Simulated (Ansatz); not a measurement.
# Localised basis functions on glassy 68P2O5-32BaO (mol %) (151 atoms), part 2 of 2

Wanted: errors and times of a linear-scaling basis for glassy 68P2O5-32BaO (mol %) (151 atoms). A setting counts as converged where the r.m.s. difference of forces stays under 1 % of the r.m.s. force.

Ansatz 0.2.0; Kohn-Sham DFT, PBE, PAW (set soft_2), plane waves.

The cell: 38 P, 9 Ba and 104 O. The quench rate of 50 K/ps far exceeds what a furnace or splat quench reaches. The network of bonds at the start is that of the classical potential that made the cell. The Brillouin zone is sampled at Γ only, in a cell whose shortest periodic width is 13 Å. No spin–orbit coupling is included.

So far. Step 3 (Support functions low): Forces differ from the reference by 1.2 meV/Å r.m.s., 0.079 % of their size, well within a tolerance of 1 %; the energy by -5.4 meV/atom. It took 97 s and 13 cycles; the reference's time can't be set against it, since the two runs asked for unlike analyses. Step 4 (Support functions medium): Forces differ from the reference by 1.1 meV/Å r.m.s., 0.071 % of their size, well within a tolerance of 1 %; the energy by -5.4 meV/atom.

## Step 6: Support functions medium, radius 3.26 Å

Level of this step: Kohn-Sham DFT, PBE, PAW (set soft_2), localised support functions (medium) (Ansatz).

The radius confines each support function; a larger one gives more freedom and more work per atom.

input.yaml

```yaml
crystal:
  lattice:
    - [12.99546, 0.0, 0.0]
    - [0.0, 12.99546, 0.0]
    - [0.0, 0.0, 12.99546]
  atoms:
    [... the 151 atom lines of step 2 ...]
kpoints:
  mp_grid: { grid: [1, 1, 1] }
hamiltonian:
  xc: pbe
scf:
  occupations: { method: fermi_dirac, width: 0.05 }
  eigensolver: { kind: { support_functions: { accuracy: medium, radius: 3.26 } } }
  max_iter: 150
output:
  forces: true
  eigenvalues: true
```

Command:

```bash
> ansatz run input.yaml --threads 8 --pin off --max-ram 15872MiB --backend cpu --events-out ev --progress --plain --runs-dir out
```

Numbers of over 12 decimals in the logs are rounded to 6 here.

The program printed:

```text
Warning: scf.eigensolver.kind.support_functions: disabling space-group detection — the functions' gradient is summed over unrotated k-points, so no spatial operation reduces the k-mesh or symmetrises the density; time reversal is kept, so that k and −k are solved as one point where they differ and the mesh holds both, and exact exchange and, on two spinor components, a DFT+U term hold to it where the run has them: [...]
Warning: basis.ecutwfc = 464 eV, auto-derived: no grid that the accuracy of the support functions lays serves the files at the lower one that their records recommend; a deck with other species or settings can derive another value
settings of this run that can trade accuracy for cost: scf.eigensolver.kind.support_functions [...]
Engine: ansatz 0.2.0, aarch64-unknown-linux-gnu
Pseudopotentials: kind: paw
Pseudopotential: P, paw, valence charge 5, recommended cutoff 420 eV (normal), P.paw.azcp
Pseudopotential: Ba, paw, valence charge 10, recommended cutoff 420 eV (normal), Ba.paw.azcp
Pseudopotential: O, paw, valence charge 6, recommended cutoff 420 eV (normal), O.paw.azcp
[... 5 lines on functional and potentials left out ...]
Error: SCF: the radius of support functions is under 3.53 Å, the least for these sites at the functions' level (scf.eigensolver.kind.support_functions.accuracy). Use scf.eigensolver.kind: auto, or type scf.eigensolver.kind.support_functions.radius at least as long, [...]
```

Wall time 2.6 s (8 threads of Arm Neoverse V2, shared host); peak memory 0.44 GiB.

The program refuses radii under 3.53 Å for these atoms at this level.

Runs without a result: support functions medium, radius 2.97 Å (error); support functions medium, radius 3.26 Å (error).

## Step 7: The ladder side by side

Each row is set against the plane-wave reference (Kohn-Sham DFT, PBE, PAW (set soft_2), plane waves; r.m.s. force component 1.52 eV/Å). Energies are set beside the reference only for runs with its functional, potentials and electron count. Times are for 8 threads of Arm Neoverse V2, shared host. The reference's time includes the DOS, ELF, the stress and grids, which some other runs skip.

| run | Δ force, r.m.s. (meV/Å) | share of r.m.s. force (%) | Δ energy (meV/atom) | Δ gap (eV) | cycles | time | host memory (GiB) |
| --- | --- | --- | --- | --- | --- | --- | --- |
| reference | - | - | - | - | 11 | 43 s | 3.5 |
| support functions low | 1.20 | 0.0793 | -5.42 | -0.0024 | 13 | 97 s | 5.4 |
| support functions medium | 1.07 | 0.0706 | -5.44 | -0.0022 | 14 | 1.8 min | 5.4 |

## Step 8: What the reference run shows

The comparisons rest on this run, so its electronic structure is set out here.

Neighbours are counted within 2.12 Å (O-P), 3.38 Å (O-Ba), cutoffs set anew for this text.

Length of the force by element and coordination:

| element | coordination | atoms | mean length of the force (eV/Å) | spread | least | most |
| --- | --- | --- | --- | --- | --- | --- |
| Ba | all | 9 | 0.944 | 0.547 | 0.311 | 2.18 |
| Ba | 6 | 3 | 0.912 | 0.370 | 0.638 | 1.44 |
| Ba | 7 | 4 | 1.12 | 0.677 | 0.311 | 2.18 |
| Ba | 8 | 1 | 0.375 | 0 | 0.375 | 0.375 |
| Ba | 9 | 1 | 0.908 | 0 | 0.908 | 0.908 |
| O | all | 104 | 1.84 | 1.11 | 0.195 | 6.22 |
| O | 1 | 9 | 1.07 | 0.497 | 0.528 | 1.91 |
| O | 2 | 76 | 2.00 | 1.18 | 0.195 | 6.22 |
| O | 3 | 19 | 1.55 | 0.766 | 0.313 | 3.14 |
| P | all | 38 | 3.61 | 1.22 | 0.866 | 6.01 |
| P | 4 | 36 | 3.67 | 1.22 | 0.866 | 6.01 |
| P | 5 | 1 | 2.48 | 0 | 2.48 | 2.48 |
| P | 6 | 1 | 2.41 | 0 | 2.41 | 2.41 |

Density of states as counts of states in windows of 1 eV (from the Fermi level), total and the larger projections:

| from (eV) | to (eV) | total | O p | P p | O s | Ba p |
| --- | --- | --- | --- | --- | --- | --- |
| -14 | -13 | 25.4 | 9.5 | 2.7 | 1.3 | 10.4 |
| -13 | -12 | 44.5 | 13.2 | 4.0 | 1.1 | 24.8 |
| -12 | -11 | 41.2 | 17.7 | 5.9 | 0.9 | 15.5 |
| -11 | -10 | 11.5 | 7.8 | 3.0 | 0.2 | 0.2 |
| -10 | -9 | 6.3 | 5.0 | 0.6 | 0.4 | 0.0 |
| -9 | -8 | 23.7 | 18.5 | 2.2 | 2.0 | 0.2 |
| -8 | -7 | 61.8 | 49.0 | 5.1 | 5.2 | 0.4 |
| -7 | -6 | 78.6 | 64.1 | 4.8 | 6.0 | 0.5 |
| -6 | -5 | 76.3 | 65.3 | 3.6 | 4.1 | 0.4 |
| -5 | -4 | 68.4 | 60.6 | 2.9 | 2.3 | 0.4 |
| -4 | -3 | 89.9 | 81.7 | 3.7 | 1.6 | 0.3 |
| -3 | -2 | 71.3 | 66.7 | 1.9 | 0.5 | 0.2 |
| -2 | -1 | 45.8 | 43.7 | 0.8 | 0.2 | 0.1 |
| -1 | 0 | 6.0 | 5.8 | 0.1 | 0.0 | 0.0 |
| 0 | 1 | 1.8 | 0.3 | 0.3 | 0.4 | 0.0 |
| 1 | 2 | 4.4 | 0.7 | 1.1 | 0.9 | 0.0 |
| 2 | 3 | 13.5 | 2.0 | 3.0 | 2.1 | 0.0 |
| 3 | 4 | 21.9 | 2.3 | 4.4 | 2.3 | 0.0 |
| 4 | 5 | 52.2 | 4.7 | 10.4 | 3.8 | 0.0 |

The curve was stored every 0.100 eV, coarse against its broadening of 0.08 eV, so these counts are rough.

Between -26 and -14 eV lie 233 more states.

The levels nearest the highest filled one (over half full), pooled over k-points and spins:

| level less the highest filled one (eV) | occupation |
| --- | --- |
| -0.267 | 2 |
| -0.181 | 2 |
| -0.0913 | 2 |
| -0.0825 | 2 |
| -0.0779 | 2 |
| 0 | 2 |
| 1.82 | 0 |
| 2.42 | 0 |
| 2.70 | 0 |
| 2.97 | 0 |
| 3.01 | 0 |
| 3.22 | 0 |

ELF in the ab plane at fractional z = 0.087, with atoms of P and Ba and O within 0.2 Å of it. It is the smooth field of the valence electrons, not physical close to the nuclei.

Values, 13 rows by 16 columns, each cell a mean:
```
0.04 0.28 0.43 0.37 0.54 0.63 0.23 0.09 0.54 0.53 0.09 0.04 0.06 0.46 0.80 0.54
0.27 0.07 0.58 0.68 0.55 0.09 0.44 0.53 0.36 0.27 0.30 0.09 0.21 0.27 0.42 0.46
0.59 0.07 0.65 0.73 0.41 0.11 0.73 0.66 0.47 0.62 0.76 0.42 0.64 0.63 0.40 0.79
0.09 0.03 0.05 0.25 0.64 0.65 0.33 0.45 0.15 0.33 0.47 0.32 0.25 0.21 0.06 0.21
0.08 0.03 0.03 0.52 0.52 0.48 0.64 0.03 0.01 0.02 0.20 0.30 0.04 0.01 0.29 0.43
0.13 0.34 0.51 0.18 0.55 0.51 0.16 0.01 0.20 0.41 0.32 0.20 0.21 0.12 0.17 0.30
0.29 0.29 0.53 0.13 0.03 0.10 0.05 0.01 0.54 0.75 0.70 0.42 0.76 0.64 0.19 0.47
0.60 0.04 0.04 0.01 0.37 0.70 0.60 0.08 0.24 0.62 0.42 0.22 0.60 0.47 0.28 0.72
0.11 0.01 0.00 0.01 0.31 0.71 0.50 0.05 0.01 0.06 0.10 0.03 0.28 0.66 0.57 0.23
0.08 0.28 0.08 0.00 0.02 0.16 0.30 0.15 0.04 0.48 0.69 0.21 0.40 0.75 0.73 0.14
0.10 0.29 0.08 0.01 0.09 0.64 0.69 0.68 0.07 0.35 0.42 0.24 0.38 0.27 0.14 0.10
0.07 0.06 0.16 0.04 0.12 0.45 0.62 0.45 0.04 0.02 0.15 0.78 0.78 0.71 0.06 0.16
0.03 0.49 0.74 0.33 0.58 0.70 0.30 0.05 0.23 0.22 0.10 0.69 0.75 0.36 0.46 0.29
```
Columns run along a (13.0 Å), rows up along b (13.0 Å). Atoms in or near the plane, at fractional coordinates: P at (0.88, 0.40), Ba at (0.31, 0.66), O at (0.45, 0.81), O at (0.35, 0.38), O at (0.60, 0.48), O at (0.40, 0.17), O at (0.85, 0.29), O at (0.20, 0.84).

Electrostatic potential energy in the ab plane at fractional z = 0.087, with atoms of P and Ba and O within 0.2 Å of it. With pseudopotentials it is smooth inside the atoms' cores, unlike the true potential.

Ten even steps from '0' (-36 eV) to '9' (11 eV), each cell a mean:
```
9999998511123799999999999988888863589
9999998400268999999999999999999876689
8999997324689999998888899999998864467
7999982005899996225667767888888752124
6899995237999983003777301567766775422
8999999998888897558888522335777888877
9999999986323578999999886556789999999
9999999862000158899999988888899999999
9999999862000157899999999889999999999
9999999975322478999999998888999999999
9999999998777899999999988778899999999
8999999999999999999984236667657899999
8999999999999999999971016776101666777
7999999999985479999997679998533100344
9999999999950028999999999999984000157
9999999999984368999999999999986202578
9999999999999999999999999999983005899
9999999999999999999999999999994116999
9999999999999877999999999999998889999
8999999999998300599999999887777888888
8899999999988411699999998753224688888
8999999999987778999999998631002578888
9999999999866789999999998752124688899
9999988877400589999999999876567888899
```
Columns run along a (13.0 Å; values clipped at the 3rd and 97th percentile), rows up along b (13.0 Å). Atoms in or near the plane, at fractional coordinates: P at (0.88, 0.40), Ba at (0.31, 0.66), O at (0.45, 0.81), O at (0.35, 0.38), O at (0.60, 0.48), O at (0.40, 0.17), O at (0.85, 0.29), O at (0.20, 0.84).

## Step 9: Distances and neighbours

Bonds and neighbours are counted at the geometry of the runs.

Density 3.08 g/cm³, 14.53 Å³ an atom.

g(r), total and by pair (bins of 0.2 Å):

| r (Å) | total | O-O | O-P | O-Ba | P-P | P-Ba | Ba-Ba |
| --- | --- | --- | --- | --- | --- | --- | --- |
| 1.40 | 1.48 | 0.00 | 4.27 | 0.00 | 0.00 | 0.00 | 0.00 |
| 1.60 | 3.39 | 0.00 | 9.76 | 0.00 | 0.00 | 0.00 | 0.00 |
| 1.80 | 0.10 | 0.00 | 0.29 | 0.00 | 0.00 | 0.00 | 0.00 |
| 2.00 | 0.00 | 0.00 | 0.00 | 0.00 | 0.00 | 0.00 | 0.00 |
| 2.20 | 0.06 | 0.12 | 0.00 | 0.00 | 0.00 | 0.00 | 0.00 |
| 2.40 | 1.59 | 3.29 | 0.04 | 0.15 | 0.00 | 0.00 | 0.00 |
| 2.60 | 1.52 | 2.81 | 0.03 | 2.17 | 0.00 | 0.00 | 0.00 |
| 2.80 | 0.47 | 0.52 | 0.11 | 2.28 | 0.00 | 0.00 | 0.00 |
| 3.00 | 0.68 | 0.67 | 0.20 | 1.35 | 2.86 | 0.00 | 0.00 |
| 3.20 | 0.82 | 0.77 | 0.37 | 1.18 | 3.51 | 0.25 | 0.00 |
| 3.40 | 0.77 | 0.83 | 0.95 | 0.40 | 0.00 | 0.64 | 0.00 |
| 3.60 | 1.04 | 0.86 | 1.54 | 0.65 | 0.00 | 1.15 | 1.74 |
| 3.80 | 1.23 | 0.76 | 1.98 | 0.71 | 0.50 | 3.18 | 0.00 |
| 4.00 | 1.36 | 0.79 | 2.25 | 0.69 | 0.90 | 2.73 | 2.60 |
| 4.20 | 1.09 | 0.93 | 1.17 | 1.17 | 1.24 | 2.19 | 1.18 |
| 4.40 | 0.94 | 0.98 | 0.75 | 1.25 | 1.25 | 1.06 | 1.10 |
| 4.60 | 0.96 | 1.18 | 0.65 | 0.92 | 1.25 | 0.73 | 1.01 |
| 4.80 | 1.19 | 1.34 | 0.93 | 1.65 | 1.21 | 0.54 | 0.94 |
| 5.00 | 1.08 | 1.30 | 0.62 | 1.42 | 1.55 | 1.02 | 0.83 |
| 5.20 | 0.95 | 1.09 | 0.69 | 1.37 | 1.02 | 0.38 | 0.00 |
| 5.40 | 0.91 | 0.90 | 0.87 | 0.93 | 1.04 | 1.14 | 0.00 |
| 5.60 | 0.96 | 0.86 | 1.06 | 0.95 | 1.08 | 1.06 | 1.38 |
| 5.80 | 0.95 | 0.86 | 1.19 | 0.78 | 0.40 | 1.28 | 1.29 |
| 6.00 | 0.87 | 0.81 | 1.02 | 0.82 | 0.44 | 1.34 | 0.00 |
| 6.20 | 0.98 | 0.86 | 1.16 | 0.95 | 0.95 | 1.00 | 1.14 |
| 6.40 | 0.92 | 0.88 | 1.01 | 0.98 | 0.62 | 1.06 | 1.06 |

Bonds by pair of elements; cutoffs follow the first minimum of g(r), held within bounds set by covalent radii, and pairs that aren't listed don't count as bonded (cutoffs were set anew for this text, so counts can differ from the run's own analysis):

| pair A-B | cutoff (Å) | bonds | mean length (Å) | spread (Å) | shortest (Å) | B about A | A about B |
| --- | --- | --- | --- | --- | --- | --- | --- |
| O-P | 2.12 | 155 | 1.55 | 0.063 | 1.45 | 1.49 | 4.08 |
| O-Ba | 3.38 | 63 | 2.88 | 0.229 | 2.50 | 0.606 | 7 |

How many atoms have how many bonded neighbours:

| element | mean | 1 | 2 | 3 | 4 | 5 | 6 | 7 | 8 | 9 |
| --- | --- | --- | --- | --- | --- | --- | --- | --- | --- | --- |
| Ba | 7 | 0 | 0 | 0 | 0 | 0 | 3 | 4 | 1 | 1 |
| O | 2.10 | 9 | 76 | 19 | 0 | 0 | 0 | 0 | 0 | 0 |
| P | 4.08 | 0 | 0 | 0 | 36 | 1 | 1 | 0 | 0 | 0 |

Oxygen atoms by the number of network formers (Si, P, Ge, B, Al, As, Ga) bound to them:

| network formers bound to O | O atoms | per cent |
| --- | --- | --- |
| 0 | 0 | 0 |
| 1 | 53 | 51 |
| 2 | 51 | 49 |

Network units: each former by its oxygen neighbours and how many of them bridge to another former:

| former | O neighbours | bridging O | atoms |
| --- | --- | --- | --- |
| P | 4 | 1 | 1 |
| P | 4 | 2 | 16 |
| P | 4 | 3 | 18 |
| P | 4 | 4 | 1 |
| P | 5 | 5 | 1 |
| P | 6 | 6 | 1 |

Rings of the network by King's shortest-path rule, up to 12 atoms, one path for each pair of neighbours; H, halogens, alkali and alkaline-earth atoms are left out, and the last column divides by all other atoms, bonded or not:

| ring size (atoms) | rings | per network atom |
| --- | --- | --- |
| 8 | 1 | 0.007 |
| 12 | 2 | 0.014 |

For some of the pairs, g(r) has its first main peak near 2.5 Å (O-O), 1.5 Å (O-P), 2.7 Å (O-Ba), 3.1 Å (P-P) and 3.8 Å (P-Ba). Counting bonds as in the table, 44 % of Ba atoms have 7, 73 % of O atoms have 2 and 95 % of P atoms have 4 bonded neighbours. 49 % of the oxygens bridge two formers (P) and 51 % are non-bridging. The commonest P unit has 4 oxygens, 3 of them shared with other formers (18 of 38 atoms). Rings of 12 atoms are the most common (67 % of those counted); sizes run from 8 to 12, where the search stops.

Local excerpt of 13 atoms (numbers count through the whole input) about O103, which has 3 bonded neighbours where the commonest count for O is 2; x, y, z are measured from there.

| atom | x | y | z | distance (Å) | bonds | Fx | Fy | Fz (eV/Å) |
| --- | --- | --- | --- | --- | --- | --- | --- | --- |
| O103 | 0.00 | 0.00 | 0.00 | 0.00 | 3 | -1.15 | -0.41 | 1.55 |
| P17 | 0.37 | -0.11 | -1.42 | 1.47 | 4 | 5.92 | 0.45 | 0.30 |
| O127 | 0.07 | 1.21 | -2.18 | 2.49 | 2 | -2.54 | 2.56 | -1.80 |
| O112 | 1.86 | -0.24 | -1.72 | 2.54 | 2 | -1.41 | -1.35 | 0.50 |
| O130 | -0.36 | -1.39 | -2.11 | 2.55 | 3 | -1.58 | -0.42 | -0.39 |
| Ba44 | 1.29 | -2.46 | 0.54 | 2.83 | 9 | -0.03 | 0.05 | 0.91 |
| Ba47 | 0.80 | 1.25 | 2.86 | 3.23 | 6 | 0.07 | 0.34 | -0.54 |
| O117 | 2.85 | -0.39 | 1.57 | 3.28 | 3 | -2.39 | 1.37 | -0.35 |
| O63 | -3.27 | -0.17 | -0.08 | 3.28 | 1 | 0.77 | -0.08 | 0.88 |
| O64 | -1.24 | -2.89 | 1.36 | 3.42 | 2 | -0.85 | -0.44 | 1.14 |
| O62 | -0.13 | 3.20 | 1.33 | 3.47 | 2 | -0.21 | -0.11 | -0.30 |
| O107 | 0.25 | 3.38 | -1.13 | 3.57 | 2 | 1.38 | 0.73 | 0.21 |
| P35 | 0.48 | 2.73 | -2.51 | 3.74 | 4 | -0.35 | -2.29 | -2.97 |

The column of bonds counts only the pairs O-P within 2.12 Å, O-Ba within 3.38 Å; other neighbours, such as metal atoms beside each other in a compound, aren't counted, and periodic images can show an atom twice.

## Step 10: Summary of results

```yaml
free_energy_per_atom: -935.9170 eV/atom
pressure: 3.232 GPa
r_m_s_force_component: 1.517 eV/Å
spacing_of_highest_filled_and_lowest_empty_level: 1.819 eV
wall_time_of_the_3_dft_runs: 4.1 min
```

In words: Against plane waves at 420 eV, the forces differ by 1.1 meV/Å (0.071 %) with support functions medium. At 151 atoms the fastest of the runs at a preset level, support functions low, takes roughly 2.2 times the time of plane waves (whose run also made extra analyses, so the like-for-like ratio is larger), in 13 SCF cycles against 11. Differences between support functions and plane waves include what basis error the plane-wave run still has.

The highest filled and lowest empty levels differ by 1.82 eV (at Γ alone); a semilocal functional tends to put such gaps too low. In a disordered cell it changes from sample to sample, and tail or defect levels can set it. Counting bonds as in the table, 44 % of Ba atoms have 7, 73 % of O atoms have 2 and 95 % of P atoms have 4 bonded neighbours. 49 % of the oxygens bridge two formers (P) and 51 % are non-bridging.

What to keep in mind: The force components of 1.5 eV/Å r.m.s. reflect the temperature of the frame as well as the gap between the generating potential and DFT. The pressure of 3.2 GPa is that of one thermal frame, in which the classical model's bond lengths enter as well as the volume, without the kinetic term.

[Logs are printed without paths, hosts, clocks, repeated set-up lines and the standing remarks that a program may print on its own settings, such as how far it seeks lower states.]

[Hosts, paths, dates, database ids (printed as entryN), source tags and the programs' standing remarks are cut or masked in the printed files.]
